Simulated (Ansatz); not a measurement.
# A hypothetical structure for MgMn2Al2, part 2 of 2

Starting from a made-up structure for MgMn2Al2, the aim is the relaxed cell, its shortest contacts and, where a second run follows, its electronic structure.

Ansatz 0.2.0; DFT, PBE, plane-wave PAW, default files, scalar-relativistic, ferromagnetic start, cell and ions relaxed at zero pressure (the session's first sound run).

So far: The starting structure; Relaxing cell and atoms. The relaxed cell has a = 3.864, c = 11.495 Å (conventional setting).

## Step 3: Bands of the relaxed cell

With the geometry fixed, one more self-consistent run, with a narrower smearing and the mesh shown in its input, gives the bands, and its pressure, and its forces where symmetry allows any, show how far the geometry depends on these settings.

This step: DFT, PBE, plane-wave PAW, default files, scalar-relativistic, ferromagnetic start, bands and density of states at the relaxed cell (Ansatz 0.2.0).

input.yaml

```yaml
crystal:
  lattice:
    - [-1.9321564337, 1.9321564337, 5.747711635]
    - [1.9321564337, -1.9321564337, 5.747711635]
    - [1.9321564337, 1.9321564337, -5.747711635]
  atoms:
    - { symbol: Mn, position: [0.75, 0.25, 0.5], spin: 2.7 }
    - { symbol: Mn, position: [0.25, 0.75, 0.5], spin: 2.7 }
    - { symbol: Al, position: [0.6109139931, 0.6109139931, 0.0] }
    - { symbol: Al, position: [0.3890860069, 0.3890860069, 0.0] }
    - { symbol: Mg, position: [0.0, 0.0, 0.0] }
magnetization:
  spin_polarized: true
kpoints:
  mp_grid: { grid: [12, 12, 12] }
  band_path:
    path:
      - [[0.0, 0.0, 0.0], [0.0, 0.0, 0.5], [-0.05650211, 0.05650211, 0.5], [-0.27825105, 0.27825105, 0.27825105], [0.0, 0.0, 0.0], [0.5, 0.5, -0.5], [0.27825105, 0.72174895, -0.27825105], [0.0, 0.5, 0.0], [0.25, 0.25, 0.25], [0.5, 0.5, -0.05650211], [0.5, 0.5, -0.5]]
      - [[0.0, 0.0, 0.5], [0.25, 0.25, 0.25]]
    npoints: 7
scf:
  occupations: { method: fermi_dirac, width: 0.03 }
  n_extra_bands: 12
hamiltonian:
  xc: pbe
  pseudopotentials: { kind: paw }
output:
  forces: true
  stress: true
  write_bands: true
  dos: { projected: true }
  write_density: true
  write_potential: true
  elf: true
  volumetric_format: npy
```

Launch:

```bash
$ ansatz run input.yaml --threads 4 --pin off --max-ram 8192MiB --backend cpu --events-out ev --progress --plain --runs-dir out
```

Numbers of over 12 decimals in the logs are rounded to 6 here.

Log:

```text
[...]
Crystal: 5 atoms, lattice volume = 85.830 Å³
Basis set: ecut = 420 eV, 1663 PW (Γ), exchange–correlation on 90×90×90 points (8 copies of the dense FFT grid, shifted against one another)
Bands: 35, of which v1, the nominal top of the filled ones, is band 23 counted from 1 (22 counted from 0)
Symmetry: 16 space group operations
[...]
k-points: 163 of 1728
[...]
Starting moments: Σ|m| = 5.4 μB on 2 of 5 sites
[...]
SCF iter   1: F=—  HF=-10795.096441 eV  |F-HF|=—  |Δ(HF+E_count)|=         —  Δρ=2.76e-2 (↑1.97e-2 ↓2.76e-2)  dr2=3.25e0  dr2_m=1.56e-1  M=5.257 μB ∫|m|=5.680 μB  β_m=0.30  ethr=3.10e-3  ⟨swp⟩=6.0  Hψ=45730  notcnv=0
[...]
SCF iter  12: F=-10795.409496 eV  HF=-10795.409496 eV  |F-HF|=4.29e-10  |Δ(HF+E_count)|=   1.56e-9  Δρ=5.45e-7 (↑4.21e-7 ↓5.45e-7)  dr2=1.03e-9  dr2_m=1.08e-11  M=5.482 μB ∫|m|=6.177 μB  ethr=5.98e-11  ⟨swp⟩=11.4  Hψ=74512  notcnv=0
SCF 1 converged in 12 iterations: F = -10795.409496 eV  dr2 = 1.03e-9
[...]
NSCF: frozen V_eff on 79 k-points
SCF converged after 12 iterations
Magnetization: 5.4821 μB (25.7411 up, 20.2589 down)
Absolute magnetization: 6.1786 μB (∫|ρ↑−ρ↓|, with the PAW one-centre terms)
[...]
Per-site moments (μB) at R_I (Å): [(2.732725, 1.034508), (2.732725, 1.034508), (-0.048220, 1.034508), (-0.048220, 1.034508), (-0.062664, 1.243815)]
Free energy (F): -10795.409496 eV
[...]
Internal energy: -10795.399478 eV  (E = F + TS)
E sigma→0 (E₀):  -10795.404487 eV
Entropy (-TS):   -0.010018 eV (-2.004 meV/atom)
Fermi energy:    9.056238 eV
[...]
--- Forces (eV/Å), atoms counted from 1 ---
  atom   1  Mn     0.00000000     0.00000000     0.00000000
  atom   2  Mn     0.00000000     0.00000000     0.00000000
  atom   3  Al     0.00000000     0.00000000     0.02651935
  atom   4  Al    -0.00000000     0.00000000    -0.02651935
  atom   5  Mg     0.00000000     0.00000000    -0.00000000
  max |Σ_I F_I| component: 1.73e-18 eV/Å
--- Stress (GPa, compression-positive) ---
       -0.053013       0.000000       0.000000
        0.000000      -0.053013       0.000000
        0.000000       0.000000       0.028888
  P = ⅓ Tr σ = -0.0257 GPa (-0.257 kbar)
--- Band table (eV; the first three rows and the last of 326) ---
  k-point 0 ↑: bands = [... 19 lower, 7.5722, 7.5845, 7.8868, 7.8868, 8.4948, 9.6196, 10.9227, 10.9227, ... 8 higher]
  k-point 1 ↑: bands = [... 19 lower, 7.5165, 7.5865, 7.8784, 7.8954, 8.4317, 9.2031, 10.4130, 10.5997, ... 8 higher]
  k-point 2 ↑: bands = [... 19 lower, 7.3132, 7.6089, 7.8755, 7.8968, 8.2654, 8.3796, 9.3612, 9.9063, ... 8 higher]
  k-point 162 ↓: bands = [... 19 lower, 9.4441, 9.4441, 9.5933, 9.9436, 10.8337, 10.8337, 11.7174, 11.7974, ... 8 higher]
```

Wall time 26 s (4 threads of Arm Neoverse V1, shared host); peak memory 0.96 GiB; 99 s of CPU time.

In the SCF lines HF is the Harris–Foulkes energy and dr2 the Hartree energy of the density residual, in eV; the loop may stop once dr2 is under the threshold and the program's other checks hold. Hψ counts applications of the Hamiltonian.

This step gave:

| Quantity | Value |
| --- | --- |
| free energy | -10795.4095 eV |
| energy at zero smearing | -10795.4045 eV |
| smearing term TS | 0.01002 eV |
| Fermi energy | 9.056 eV |
| magnetization | 5.482 μB |
| absolute magnetization | 6.179 μB |
| site moments | 2.733, 2.733, -0.04822, -0.04822, -0.06266 μB |
| pressure | -0.02571 GPa |

From bands.tsv, the bands that come nearest the Fermi level along the path, at its corners, in eV from the Fermi level:

```
point  band_23_up  band_24_up  band_25_up  band_18_dn  band_19_dn  band_20_dn  band_21_dn  band_22_dn
    Γ       -0.56        0.56        1.87       -0.89        0.61        0.97        1.16        1.16
    X       -1.38       -0.94       -0.94       -1.01       -0.95       -0.66        0.10        0.27
    Y       -1.03       -0.94       -0.82       -0.98       -0.83       -0.59        0.09        0.24
    S       -1.34       -1.30        0.05       -0.18       -0.11        0.33        0.51        0.68
    Γ       -0.56        0.56        1.87       -0.89        0.61        0.97        1.16        1.16
    Z        0.56        0.60        0.69       -0.68        0.39        0.39        0.54        0.89
   S1       -1.34       -1.30        0.05       -0.18       -0.11        0.33        0.51        0.68
    N       -1.38       -1.36       -0.87       -0.25       -0.19        0.49        0.49        0.73
    P       -1.08       -1.08       -0.94       -1.38       -1.04       -0.93        0.14        0.14
   Y1       -1.03       -0.94       -0.82       -0.98       -0.83       -0.59        0.09        0.24
    Z        0.56        0.60        0.69       -0.68        0.39        0.39        0.54        0.89
    X       -1.38       -0.94       -0.94       -1.01       -0.95       -0.66        0.10        0.27
    P       -1.08       -1.08       -0.94       -1.38       -1.04       -0.93        0.14        0.14
```

Spin density in the ab plane of the cell as run, not the conventional one, at fractional z = 0.000, with atoms of Al and Mg within 0.2 Å of it.

Ten even steps from '_' (-3.04 × 1e-2 e/Å³) to '@' (1.67 × 1e-2 e/Å³), each cell a mean:
```
++++++======++**%%@@@@%%**++======++
++++++++==--====++##%%%%##++========
==++++++++==------==++++++++========
====++++++====------::::::--========
========++++++==--==--..__..--++++++
++==--====++****++++++==____::++##**
##++------++**####**++++==..::++%%%%
%%**==----==**%%@@%%##++++--::++%%@@
@@##++----==**%%@@@@%%**++==--==##@@
@@@@**----==++**%%@@@@##++------++%%
%%@@##==..--++++**%%%%##**==----==**
**####==..__--++++********++==--==++
++****==::____--======++++++====--==
====++==--::....--------==++++++====
================--------====++++++==
========++**####**++==----==++++++++
++++======**##@@@@##**++======++++++
==++======++**%%@@@@%%##++======++++
```
Columns run along a (6.4 Å), rows up along b (6.4 Å). Atoms in or near the plane, at fractional coordinates: Al at (0.61, 0.61), Al at (0.39, 0.39), Mg at (0.00, 0.00).

Electrostatic potential energy in the ab plane of the cell as run, not the conventional one, at fractional z = 0.000, with atoms of Al and Mg within 0.2 Å of it. With pseudopotentials it is smooth inside the atoms' cores, unlike the true potential.

Ten even steps from '_' (-32 eV) to '@' (13 eV), each cell a mean:
```
____--##@@@@@@@@@@@@@@@@@@@@@@%%**__
::__::**%%@@@@@@@@@@@@@@@@@@@@@@%%**
##++++##%%@@@@%%%%%%%%@@@@@@@@@@@@%%
%%%%%%%%%%@@%%%%****##%%@@@@@@@@@@@@
@@@@@@%%@@@@%%##++++++**%%@@@@@@@@@@
@@@@@@@@@@@@@@%%++**##****%%@@@@@@@@
@@@@@@%%%%%%%%%%**++##%%****%%@@@@@@
@@@@@@%%****##%%%%****####++##%%@@@@
@@@@@@##++++++**####**++**++**%%@@@@
@@@@@@%%++**##**++##%%**++++**%%@@@@
@@@@@@%%##++##%%****%%%%%%##%%%%@@@@
@@@@@@@@%%****####++##%%@@%%%%@@@@@@
@@@@@@@@@@%%**++**++**%%@@@@@@@@@@@@
@@@@@@@@@@@@%%##++++**%%@@@@%%%%%%@@
%%@@@@@@@@@@@@%%%%##%%%%@@%%%%##**##
**%%@@@@@@@@@@@@@@@@@@@@@@@@%%++::--
..++%%@@@@@@@@@@@@@@@@@@@@@@%%++____
__..**%%@@@@@@@@@@@@@@@@@@@@%%##::__
```
Columns run along a (6.4 Å; values clipped at the 3rd and 97th percentile), rows up along b (6.4 Å). Atoms in or near the plane, at fractional coordinates: Al at (0.61, 0.61), Al at (0.39, 0.39), Mg at (0.00, 0.00).

Valence density in the ab plane of the cell as run, not the conventional one, at fractional z = 0.000, with atoms of Al and Mg within 0.2 Å of it. It is the smooth field of the valence electrons, not physical close to the nuclei.

Values in e/Å³, 10 rows by 16 columns, each cell a mean:
```
13  8  1  0  0  0  0  0  0  0  0  0  0  0  0  3
 0  0  0  0  0  0  0  0  0  0  0  0  0  0  0  0
 0  0  0  0  0  0  0  0  0  0  0  0  0  0  0  0
 0  0  0  0  0  0  0  0  0  0  0  0  0  0  0  0
 0  0  0  0  0  0  0  0  0  0  0  0  0  0  0  0
 0  0  0  0  0  0  0  0  0  0  0  0  0  0  0  0
 0  0  0  0  0  0  0  0  0  0  0  0  0  0  0  0
 0  0  0  0  0  0  0  0  0  0  0  0  0  0  0  0
 0  0  0  0  0  0  0  0  0  0  0  0  0  0  1  2
16  2  0  0  0  0  0  0  0  0  0  0  0  0  2 16
```
Columns run along a (6.4 Å), rows up along b (6.4 Å). Atoms in or near the plane, at fractional coordinates: Al at (0.61, 0.61), Al at (0.39, 0.39), Mg at (0.00, 0.00).

## Step 4: Outcome

* space group, relaxed: I4/mmm
* conventional cell: a = 3.864, b = 3.864, c = 11.495 Å; α = 90.0°, β = 90.0°, γ = 90.0°
* volume per atom: 17.17 Å³ (guess 15.60)
* total moment: 5.50 μB in the cell of 5 atoms

In words: MgMn2Al2 relaxes to I4/mmm with a = 3.864, b = 3.864 and c = 11.495 Å. The guessed volume was 9 % too small. The space group I4/mmm was held in the relaxation, so the end point is a stationary structure within it and may be a saddle against distortions or other arrangements. The input starts from parallel moments, and no other start was typed. Bands cross the Fermi level, so it is a metal or semimetal at this level. On the 12×12×12 mesh with the narrower smearing (relaxed on 9×9×9) the largest force component is 0.027 eV/Å and the largest stress component is 0.053 GPa, against the relaxation's thresholds of 0.015 eV/Å and 0.05 GPa. The cutoff wasn't tested. A vector of the cell changed its length by 12 %, more than the volume shows. No dispersion term is used, so weakly bound directions may come out too long. Nothing here tests whether the compound is stable against decomposition.

[Logs are printed without paths, hosts, clocks, repeated set-up lines and the standing remarks that a program may print on its own settings, such as how far it seeks lower states.]

[Hosts, paths, dates, database ids (printed as entryN), source tags and the programs' standing remarks are cut or masked in the printed files.]
